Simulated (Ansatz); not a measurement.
**Tc of TiC (Fm-3m) from its phonons**

Wanted: λ, ω_log and Tc of TiC (Fm-3m). The cell shown first is a relaxed one, from steps not shown here.

Program: Ansatz 0.2.0. Level of theory: DFT PBE, scalar-relativistic, plane waves, PAW; PAW set soft_1. Results are calculated unless marked as measured.

### Step 1. The cell after earlier relaxation steps

The structure is cubic, space group Fm-3m (No. 225). Conventional cell: a = 4.333 Å, b = 4.333 Å, c = 4.333 Å, α = 90.00°, β = 90.00°, γ = 90.00°. Nearest to Ti lie 6 C at 2.17 Å. Nearest to C lie 6 Ti at 2.17 Å. Farther neighbours are not listed.

### Step 2. Resistivity: q 4×4×4, k 12×12×12, scattering 16×16×16

The run that gives the couplings also evaluates McMillan's and Allen and Dynes's formulas and, where asked, the Eliashberg equations, over a range of μ*.

input.yaml reads:

```yaml
crystal:
  lattice:
    - [0.0, 2.1662575957, 2.1662575957]
    - [2.1662575957, 0.0, 2.1662575957]
    - [2.1662575957, 2.1662575957, 0.0]
  atoms:
    - { symbol: Ti, position: [0.0, 0.0, 0.0] }
    - { symbol: C, position: [0.5, 0.5, 0.5] }
kpoints:
  mp_grid: { grid: [12, 12, 12] }
hamiltonian:
  xc: pbe
  pseudopotentials: { kind: paw, azcp: { folder: soft_1 } }
scf:
  occupations: { method: methfessel_paxton, width: 0.2 }
output:
  eigenvalues: true
phonons:
  method: dfpt
  qmesh: [4, 4, 4]
  temperatures: { t_max: 1000, t_step: 50 }
  qpath:
    path:
      - [[0.0, 0.0, 0.0], [0.5, 0.0, 0.5], [0.625, 0.25, 0.625]]
      - [[0.375, 0.375, 0.75], [0.0, 0.0, 0.0], [0.5, 0.5, 0.5], [0.5, 0.25, 0.75], [0.5, 0.0, 0.5]]
    npoints: 6
  electrical_resistivity:
    mesh: [16, 16, 16]
    temperatures: [20.0, 50.0, 80.0, 100.0, 150.0, 200.0, 273.0, 300.0, 400.0, 500.0, 600.0, 800.0]
  superconductivity: { mesh: [16, 16, 16] }
```

Launch:

```bash
$ ansatz run input.yaml --threads 16 --pin off --max-ram 92160MiB --backend cuda --events-out ev --progress --plain --runs-dir out --max-vram 78GiB
```

Numbers of over 12 decimals in the logs are rounded to 6 here.

Log:

```text
Engine: ansatz 0.2.0, aarch64-unknown-linux-gnu
Pseudopotentials: kind: paw
Pseudopotential: Ti, paw, valence charge 12, recommended cutoff 420 eV (normal), soft_1/Ti.paw.azcp
Pseudopotential: C, paw, valence charge 4, recommended cutoff 420 eV (normal), soft_1/C.paw.azcp
Functional definition: PBE
  parameter kappa = 0.804
  parameter beta = 0.066725
  exchange = pbe_x(kappa = kappa, mu = beta*pi^2/3)
  correlation = pbe_c(beta = beta)
[...]
Crystal: 2 atoms, lattice volume = 20.331 Å³
Basis set: ecut = 420 eV, 411 PW (Γ), exchange–correlation on 48×48×48 points (8 copies of the dense FFT grid, shifted against one another)
Bands: 12, of which v1, the nominal top of the filled ones, is band 8 counted from 1 (7 counted from 0)
Symmetry: 48 space group operations
k-points: 72 of 1728
Non-local potential: Ti, projectors of the file, l = 0: 3, l = 1: 2, l = 2: 3, l = 3: 1
Non-local potential: C, projectors of the file, l = 0: 2, l = 1: 2, l = 2: 1
PAW form: soft (Blöchl's): semilocal exchange-correlation on the pseudo side does not see the compensation charge
PAW one-centre angular grid: Ti, 590 points (default); XC on 64 Gauss nodes
PAW one-centre angular grid: C, 110 points (default); XC on 64 Gauss nodes
Initial density: superposition of atomic densities (chi_scale 0.1, normalization cell, long waves kept (reshape's long-wave potential 0.00 eV rms))
Initial wavefunctions: pseudopotential atomic-orbital guess
[...]
Functional: x = pbe(κ = 0.804, μ = 0.219515), c = pbe(β = 0.066725)
SCF iter   1: F=—  HF=-2753.332363 eV  |F-HF|=—  |Δ(HF+E_count)|=         —  Δρ=1.43e-1  dr2=5.46e0  ethr=3.10e-3  ⟨swp⟩=4.9  Hψ=4077  notcnv=0
preconditioner: auto → none  [insulator: Δε(μ)=0.172 eV  Ē_g=9.039 eV  σ=0.200 eV  W_gap=0.55  n_scr=8 (ndim 8)  ℏωp=23.3 eV  f_vac=0.000  D(μ)=0.26/eV (n_scr^D=0)  ε∞_Penn≈7.6]
SCF iter   2: F=—  HF=-2752.409636 eV  |F-HF|=—  |Δ(HF+E_count)|=   9.23e-1  S|Δr|=    0.00e0  Δρ=5.34e-2  dr2=7.60e-1  ethr=3.10e-3  ⟨swp⟩=2.6  Hψ=1989  notcnv=0
[...]
SCF iter   8: F=-2752.274508 eV  HF=-2752.274508 eV  |F-HF|=3.18e-12  |Δ(HF+E_count)|=  1.74e-10  S|Δr|=    0.00e0  Δρ=1.64e-7  dr2=3.44e-12  ethr=1.00e-12  ⟨swp⟩=3.7  Hψ=3860  notcnv=0
SCF 1 converged in 8 iterations: F = -2752.274508 eV  dr2 = 3.44e-12
  greatest PAW one-centre occupation: 0.999 electrons in one spin orbital (limit 2), on the Ti atom at site 0 (counted from 0), in its partial waves of l = 0
[...]
iter 1 solved again at ethr=3.78e-10 eV; its pass at ethr=3.10e-3 eV (dr2=6.05e-8 eV) is discarded
SCF iter   1: F=—  HF=-2752.274508 eV  |F-HF|=—  |Δ(HF+E_count)|=         —  Δρ=1.45e-7  dr2=2.35e-12  ethr=3.78e-10  ⟨swp⟩=3.1  Hψ=6908  notcnv=0
preconditioner: auto → none  [metal: Δε(μ)=0.100 eV  Ē_g=7.875 eV  σ=0.200 eV  W_gap=0.40  n_scr=8 (ndim 8)  ℏωp=23.3 eV  f_vac=0.000  D(μ)=0.30/eV (n_scr^D=0)]
SCF iter   2: F=-2752.274508 eV  HF=-2752.274508 eV  |F-HF|=4.55e-13  |Δ(HF+E_count)|=  1.91e-11  S|Δr|=    0.00e0  Δρ=6.56e-8  dr2=5.93e-13  ethr=1.00e-12  ⟨swp⟩=3.3  Hψ=2691  notcnv=0
SCF 2 converged in 2 iterations: F = -2752.274508 eV  dr2 = 5.93e-13
phonons: the bands overlap, so this run is a metal and interpolates without the dipole-dipole term. If the crystal is really an insulator or semiconductor, its LO-TO splitting is missing
[...]
NSCF: frozen V_eff on 72 k-points, pencils in batches of 32, up to order 48
[...]
NSCF: frozen V_eff on 72 k-points
[...]
DFPT response loops at q = (0, 0, 0) (fractional): preconditioner auto → Kerker (q_TF=auto, 2.622 Å⁻¹) (partly filled bands, converged f_vac=0.000); β = 1.00, the filter's whole step (`scf.mixing.beta` (0.50) is not read by the response loops under this deck's `scf.mixing.preconditioner`; to damp them name `kerker` or `kerker_dos`, under which they read `scf.mixing.beta`, and type it under 1.00, their step now; both keys bind the ground state too); Anderson in place of MSR1; while a model of the screening serves, it and β = 1 on shorter waves in the place of filter and β
[...]
NSCF: frozen V_eff on 72 k-points
[...]
DFPT response loops at q = (0, 0, 0.25) (fractional): mixed as the last ones told, above
[...]
DFPT response loops at q = (0, 0, -0.5) (fractional): mixed as the last ones told, above
[...]
SCF 3 converged in 8 iterations: F = -2752.274508 eV  dr2 = 3.46e-12
[...]
SCF converged after 8 iterations
[...]
16×16×16                     0.1454              3.5363    0.2074    0.2202          48.792
          8×8×8                     1.5227              3.0377    0.3435    2.3115          48.412
          4×4×4                     0.0736              2.2023    0.0759    0.0761          52.351
  resistivity on the deck's mesh, µΩ·cm:
     T (K)       trace/3  mesh converged            xx            yy            zz    lowest order   relaxation time
     20.00     1.0672e-3              no     1.0672e-3     1.0672e-3     1.0672e-3       2.2329e-3         1.7933e-3
     50.00     6.6973e-2              no     6.6972e-2     6.6972e-2     6.6973e-2       1.1728e-1         7.8390e-2
     80.00     4.1160e-1             yes     4.1160e-1     4.1160e-1     4.1160e-1       6.0023e-1         4.1489e-1
    100.00     8.7765e-1              no     8.7764e-1     8.7764e-1     8.7765e-1        1.1915e0         8.6002e-1
    150.00      2.9300e0              no      2.9300e0      2.9300e0      2.9300e0        3.6392e0          2.8352e0
    200.00      6.1255e0              no      6.1255e0      6.1255e0      6.1255e0        7.1429e0          5.9210e0
    273.00      1.1968e1              no      1.1968e1      1.1968e1      1.1968e1        1.3078e1          1.1537e1
    300.00      1.4262e1              no      1.4262e1      1.4262e1      1.4262e1        1.5344e1          1.3734e1
    400.00      2.2722e1              no      2.2722e1      2.2722e1      2.2722e1        2.3651e1          2.1827e1
    500.00      3.0781e1              no      3.0781e1      3.0781e1      3.0781e1        3.1647e1          2.9538e1
    600.00      3.8432e1              no      3.8432e1      3.8432e1      3.8432e1        3.9328e1          3.6860e1
    800.00      5.2681e1              no      5.2681e1      5.2681e1      5.2681e1        5.3955e1          5.0501e1
  mean free path at 20 K (of a tensor a third of its trace): 285250 nm by what each carries, 226514 by the Fermi surface alone
  Hall coefficient in a weak field at 20 K (a third of the trace): (none: it, or that of a finer mesh, parts from a neighbouring mesh's by over half of the finer one's) (as a tensor it moves by 5698.9 % between the two finest meshes); by each state's relaxation time: -1.623e-9 m³/C; by a constant relaxation time: -9.040e-11 m³/C
  mean free path at 50 K (of a tensor a third of its trace): 5119 nm by what each carries, 3609 by the Fermi surface alone
  mean free path at 80 K (of a tensor a third of its trace): 843 nm by what each carries, 587 by the Fermi surface alone
  mean free path at 100 K (of a tensor a third of its trace): 388 nm by what each carries, 275 by the Fermi surface alone
  mean free path at 150 K (of a tensor a third of its trace): 111 nm by what each carries, 82.5 by the Fermi surface alone
  mean free path at 200 K (of a tensor a third of its trace): 51.3 nm by what each carries, 39.5 by the Fermi surface alone
  mean free path at 273 K (of a tensor a third of its trace): 25.3 nm by what each carries, 20.2 by the Fermi surface alone
  mean free path at 300 K (of a tensor a third of its trace): 21.0 nm by what each carries, 17.0 by the Fermi surface alone
  mean free path at 400 K (of a tensor a third of its trace): 12.8 nm by what each carries, 10.6 by the Fermi surface alone
  mean free path at 500 K (of a tensor a third of its trace): 9.28 nm by what each carries, 7.85 by the Fermi surface alone
  mean free path at 600 K (of a tensor a third of its trace): 7.35 nm by what each carries, 6.29 by the Fermi surface alone
  mean free path at 800 K (of a tensor a third of its trace): 5.28 nm by what each carries, 4.59 by the Fermi surface alone
  Hall coefficient in a weak field at 800 K (a third of the trace): 8.968e-11 m³/C (as a tensor it moves by 5.3 % between the two finest meshes); by each state's relaxation time: (none: it, or that of a finer mesh, parts from a neighbouring mesh's by over half of the finer one's); by a constant relaxation time: -4.195e-11 m³/C
  the resistivity times a path that all electrons share, by the Fermi surface of the deck's mesh alone (a third of the trace): 2.417e-15 Ω·m²
  not converged in the mesh (λ; λ_tr; the resistivity at 20 K by 71.48 %; the resistivity at 50 K by 12.58 %; the resistivity at 100 K by 2.85 %; the resistivity at 150 K by 8.31 %; the resistivity at 200 K by 13.59 %; the resistivity at 273 K by 18.33 %; the resistivity at 300 K by 19.10 %; the resistivity at 400 K by 20.20 %; the resistivity at 500 K by 20.09 %; the resistivity at 600 K by 22.65 %; the resistivity  [...]
  vibrations of 64 cells: unjudged by the run; compare a larger repeat
  the changes of the potential over all sites missed a rigid shift's by 0.00 % (the site terms' by 0.00 %)
  at the force constants' own smearing the fine mesh and the k-points of their solves give squared frequencies that differ by 2.8 % of the larger at the most, at (0, -0.5, -0.5)
--- Superconductivity: potentials and phonons of a 4×4×4 supercell ---
           mesh         λ    ħω_log (meV)  μ* declared at (meV)
       16×16×16    0.2074          48.792               56.626
          8×8×8    0.3435          48.412               55.624
          4×4×4    0.0759          52.351               58.688
  λ by the species' shares of the modes' patterns: Ti 0.0874, C 0.1200
  with the Fermi level up to 88.9 meV (the hardest mode) off, states and modes as they are: density of states 0.1343 to 0.3102 /eV of one spin and cell, λ 0.1886 to 0.2937
  transition temperature on the deck's mesh (K), isotropic and anisotropic, restricted to the Fermi surface (FSR) and over the full bandwidth (FBW), and the last with the density of states resolved in a narrower window:
        μ*   McMillan   Allen–Dynes      iso. FSR      iso. FBW    aniso. FSR    aniso. FBW  narrow window
      0.08      0.010         0.010    none_found    none_found    none_found    none_found     none_found
      0.10      0.001         0.001    none_found    none_found    none_found    none_found     none_found
      0.12      0.000         0.000    none_found    none_found    none_found    none_found     none_found
      0.13      0.000         0.000    none_found    none_found    none_found    none_found     none_found
      0.14      0.000         0.000    none_found    none_found    none_found    none_found     none_found
      0.16      0.000         0.000    none_found    none_found    none_found    none_found     none_found
      0.20          -             -    none_found    none_found    none_found    none_found     none_found
  none_found: no transition down to 0.1 K
  isotope coefficients −∂ln Tc/∂ln M under μ* = 0.13, the force constants as they are, of the isotropic transitions restricted to the Fermi surface and over the full bandwidth: Ti - and -, C - and -
  not converged in the mesh (λ, the transition temperature): between neighbouring meshes, the two finest first, λ moves by 65.63 % and 77.91 % and the anisotropic transition temperature over the full bandwidth at μ* = 0.13 by (not known) and (not known); converged means that the two finest part by at most 2.00 % and 5.00 %
  vibrations of 64 cells: unjudged by the run; compare a larger repeat
  the changes of the potential over all sites missed a rigid shift's by 0.00 % (the site terms' by 0.00 %)
  at the force constants' own smearing the fine mesh and the k-points of their solves give squared frequencies that differ by 2.8 % of the larger at the most, at (0, -0.5, -0.5)
```

Wall time 19 s (1 × NVIDIA GB200 with 16 threads of Arm Neoverse V2, shared host); peak memory 2.4 GiB.

The column dr2 measures how far the density is from self-consistency, as an energy; F and HF (Harris–Foulkes) agree once it is small.

Numbers from this step:

```
volume per atom                                                                : 10.17 Å³/atom
metallic on mesh                                                               : yes
gap on the k-mesh                                                              : 0 eV
zero-point energy                                                              : 0.1636 eV/cell
share of imaginary modes in the plain interpolation between solved wavevectors : 0
highest frequency, solved or plainly interpolated                              : 717.4 cm⁻¹
Debye temperature (second moment)                                              : 870 K
resistivity at 300 K                                                           : 14.26 μΩ cm
coupling constant λ                                                            : 0.2074
density of states at the Fermi level                                           : 0.1454 states/eV a spin and cell
log mean phonon energy ħω_log                                                  : 48.79 meV
transport coupling constant λ_tr                                               : 0.2202, 0.2202, 0.2202 (xx, yy, zz)
Drude plasma energy                                                            : 3.536, 3.536, 3.536 eV (xx, yy, zz)
resistivity times mean free path                                               : 24.17, 24.17, 24.17 × 10⁻¹⁶ Ω m² (xx, yy, zz)
second-moment phonon energy ħω₂                                                : 56.63 meV
coupling λ by branch                                                           : 0.0367, 0.0268, 0.0204, 0.0496, 0.0395, 0.0345 (branches by rank of frequency)
```

An empty cell: under 1 mK by a formula, or no transition down to the floor of the Eliashberg search. Transition temperatures:

```tsv
μ*	McMillan Tc (K)	Allen–Dynes Tc (K)
0.08	0.0104	0.0105
0.1	-	-
0.12	-	-
0.13	-	-
0.14	-	-
0.16	-	-
0.2	-	-
```

### Step 3. Coupling and resistivity: q 4×4×4, k 16×16×16, scattering 20×20×20

The next rung changes the k mesh of the density and its response; the scattering mesh, which samples the Fermi surface.

input.yaml, as its differences from that of step 2:

```diff
@@ -9,3 +9,3 @@
 kpoints:
-  mp_grid: { grid: [12, 12, 12] }
+  mp_grid: { grid: [16, 16, 16] }
 hamiltonian:
@@ -27,4 +27,4 @@
   electrical_resistivity:
-    mesh: [16, 16, 16]
+    mesh: [20, 20, 20]
     temperatures: [20.0, 50.0, 80.0, 100.0, 150.0, 200.0, 273.0, 300.0, 400.0, 500.0, 600.0, 800.0]
-  superconductivity: { mesh: [16, 16, 16] }
+  superconductivity: { mesh: [20, 20, 20] }
```

Log:

```text
[...]
Crystal: 2 atoms, lattice volume = 20.331 Å³
Basis set: ecut = 420 eV, 411 PW (Γ), exchange–correlation on 48×48×48 points (8 copies of the dense FFT grid, shifted against one another)
Bands: 12, of which v1, the nominal top of the filled ones, is band 8 counted from 1 (7 counted from 0)
Symmetry: 48 space group operations
k-points: 145 of 4096
[...]
SCF iter   1: F=—  HF=-2753.332410 eV  |F-HF|=—  |Δ(HF+E_count)|=         —  Δρ=1.43e-1  dr2=5.46e0  ethr=3.10e-3  ⟨swp⟩=4.9  Hψ=8209  notcnv=0
[...]
SCF iter   2: F=—  HF=-2752.796486 eV  |F-HF|=—  |Δ(HF+E_count)|=   5.36e-1  S|Δr|=    0.00e0  Δρ=9.98e-2  dr2=2.72e0  ethr=3.10e-3  ⟨swp⟩=2.0  Hψ=3465  notcnv=0
[...]
SCF iter   9: F=-2752.273910 eV  HF=-2752.273910 eV  |F-HF|=0.00e0  |Δ(HF+E_count)|=  1.36e-11  S|Δr|=    0.00e0  Δρ=1.09e-8  dr2=8.45e-15  ethr=1.00e-12  ⟨swp⟩=4.5  Hψ=6478  notcnv=0
SCF 1 converged in 9 iterations: F = -2752.273910 eV  dr2 = 8.45e-15
[...]
SCF iter   2: F=-2752.273910 eV  HF=-2752.273910 eV  |F-HF|=0.00e0  |Δ(HF+E_count)|=  4.64e-11  S|Δr|=    0.00e0  Δρ=1.59e-8  dr2=4.14e-14  ethr=1.00e-12  ⟨swp⟩=3.1  Hψ=5435  notcnv=0
SCF 2 converged in 2 iterations: F = -2752.273910 eV  dr2 = 4.14e-14
[...]
NSCF: frozen V_eff on 145 k-points, pencils in batches of 32, up to order 48
[...]
NSCF: frozen V_eff on 145 k-points
[...]
SCF 3 converged in 9 iterations: F = -2752.273910 eV  dr2 = 8.57e-15
[...]
SCF converged after 9 iterations
[...]
273.00      1.1609e1              no      1.1609e1      1.1609e1      1.1609e1        1.2646e1          1.1162e1
    300.00      1.3827e1              no      1.3827e1      1.3827e1      1.3827e1        1.4834e1          1.3281e1
    400.00      2.1996e1              no      2.1996e1      2.1996e1      2.1996e1        2.2866e1          2.1082e1
    500.00      2.9794e1              no      2.9794e1      2.9794e1      2.9794e1        3.0620e1          2.8530e1
    600.00      3.7200e1              no      3.7200e1      3.7200e1      3.7200e1        3.8091e1          3.5611e1
    800.00      5.1078e1              no      5.1078e1      5.1078e1      5.1078e1        5.2363e1          4.8889e1
[...]
vibrations of 64 cells: unjudged by the run; compare a larger repeat
[...]
--- Superconductivity: potentials and phonons of a 4×4×4 supercell ---
           mesh         λ    ħω_log (meV)  μ* declared at (meV)
       20×20×20    0.1989          48.418               56.399
       10×10×10    0.1666          49.785               57.250
          5×5×5    0.3704          49.676               56.179
  λ by the species' shares of the modes' patterns: Ti 0.0843, C 0.1146
[...]
0.08      0.005         0.005    none_found    none_found    none_found    none_found     none_found
      0.10      0.000         0.000    none_found    none_found    none_found    none_found     none_found
      0.12      0.000         0.000    none_found    none_found    none_found    none_found     none_found
      0.13      0.000         0.000    none_found    none_found    none_found    none_found     none_found
      0.14      0.000         0.000    none_found    none_found    none_found    none_found     none_found
      0.16      0.000         0.000    none_found    none_found    none_found    none_found     none_found
      0.20          -             -    none_found    none_found    none_found    none_found     none_found
  none_found: no transition down to 0.1 K
[...]
not converged in the mesh (λ): between neighbouring meshes, the two finest first, λ moves by 16.26 % and 122.38 % and the anisotropic transition temperature over the full bandwidth at μ* = 0.13 by nothing (neither mesh has one) and (not known); converged means that the two finest part by at most 2.00 % and 5.00 %
  vibrations of 64 cells: unjudged by the run; compare a larger repeat
[...]
```

The job ended after 25 s (1 × NVIDIA GB200 with 16 threads; peak memory 2.4 GiB; 2.8 min of CPU time).

This step gave:

* highest frequency, solved or plainly interpolated: 717.3 cm⁻¹
* resistivity at 300 K: 13.83 μΩ cm
* coupling constant λ: 0.1989
* density of states at the Fermi level: 0.1396 states/eV a spin and cell
* log mean phonon energy ħω_log: 48.42 meV
* transport coupling constant λ_tr: 0.2127, 0.2127, 0.2127 (xx, yy, zz)
* Drude plasma energy: 3.517, 3.517, 3.517 eV (xx, yy, zz)
* resistivity times mean free path: 24.75, 24.75, 24.75 × 10⁻¹⁶ Ω m² (xx, yy, zz)
* second-moment phonon energy ħω₂: 56.40 meV
* coupling λ by branch: 0.0352, 0.0268, 0.0193, 0.0463, 0.0408, 0.0305 (branches by rank of frequency)

An empty cell: under 1 mK by a formula, or no transition down to the floor of the Eliashberg search. Transition temperatures:

```tsv
μ*	McMillan Tc (K)	Allen–Dynes Tc (K)
0.08	0.00507	0.0051
0.1	-	-
0.12	-	-
0.13	-	-
0.14	-	-
0.16	-	-
0.2	-	-
```

Between step 2 and this run (k-mesh 16×16×16 and scattering mesh 20×20×20) the value for the coupling constant λ moves from 0.207 to 0.199 (-4 %).

(Part 1 of 2 ends here.)

[Logs are printed without paths, hosts, clocks, repeated set-up lines and the standing remarks that a program may print on its own settings, such as how far it seeks lower states.]

[Hosts, paths, dates, database ids (printed as entryN), source tags and the programs' standing remarks are cut or masked in the printed files.]
